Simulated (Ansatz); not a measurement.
Planning a run of Ansatz 0.2.0 on FeAs2 (Lollingite). The input:

```yaml
crystal:
  lattice:
    - [5.2033751969, 0.0, 0.0]
    - [0.0, 5.8590266477, 0.0]
    - [0.0, 0.0, 2.821714932]
  atoms:
    - { symbol: Fe, position: [0.0, 0.0, 0.0] }
    - { symbol: Fe, position: [0.5, 0.5, 0.5] }
    - { symbol: As, position: [0.17978456, 0.3603429486, 0.0] }
    - { symbol: As, position: [0.82021544, 0.6396570514, 0.0] }
    - { symbol: As, position: [0.67978456, 0.1396570514, 0.5] }
    - { symbol: As, position: [0.32021544, 0.8603429486, 0.5] }
kpoints:
  mp_grid: { grid: [4, 4, 6] }
  band_path:
    path:
      - [0.0, 0.0, 0.0]
      - [0.5, 0.0, 0.0]
      - [0.5, 0.5, 0.0]
      - [0.0, 0.5, 0.0]
      - [0.0, 0.0, 0.5]
      - [0.5, 0.0, 0.5]
      - [0.5, 0.5, 0.5]
      - [0.0, 0.5, 0.5]
      - [0.0, 0.5, 0.2]
      - [0.0, 0.0, 0.3]
      - [0.0, 0.25, 0.25]
    npoints: 1
hamiltonian:
  xc: hse06
scf:
  occupations: { method: fixed }
  n_extra_bands: 6
output:
  eigenvalues: true
```

```sh
ansatz run input.yaml --threads 3 --pin off --max-ram 92160MiB --backend cuda --events-out ev --progress --plain --runs-dir out --devices 1 --max-vram 13GiB
```

Estimate wall time and host memory on 1 × NVIDIA H100 80GB HBM3 (shared by 6 runs) with 3 threads of AMD EPYC 7R13 (Zen 3), shared host.

It took 71 s; on shared hardware allow 36 s to 2.4 min. Peak host memory was 1.8 GiB. The sizes that set the cost: 1683 plane waves a state, 36 irreducible k points and 20 SCF cycles.

Exact exchange couples every pair of k points and filled bands, so it costs far more than a semilocal run.

[Paths, hosts, dates, memory and timing lines, banners, echoed tables and standing remarks are left out of the program output.]

[Logs are printed without paths, hosts, clocks, repeated set-up lines and the standing remarks that a program may print on its own settings, such as how far it seeks lower states.]

[Runs of the session that timed out or met a known fault of the program may be left out.]

[Cells called generated may have been cut or substituted from an entry of the Crystallography Open Database or the Materials Project.]

[Hosts, paths, dates, database ids (printed as entryN), source tags and the programs' standing remarks are cut or masked in the printed files.]
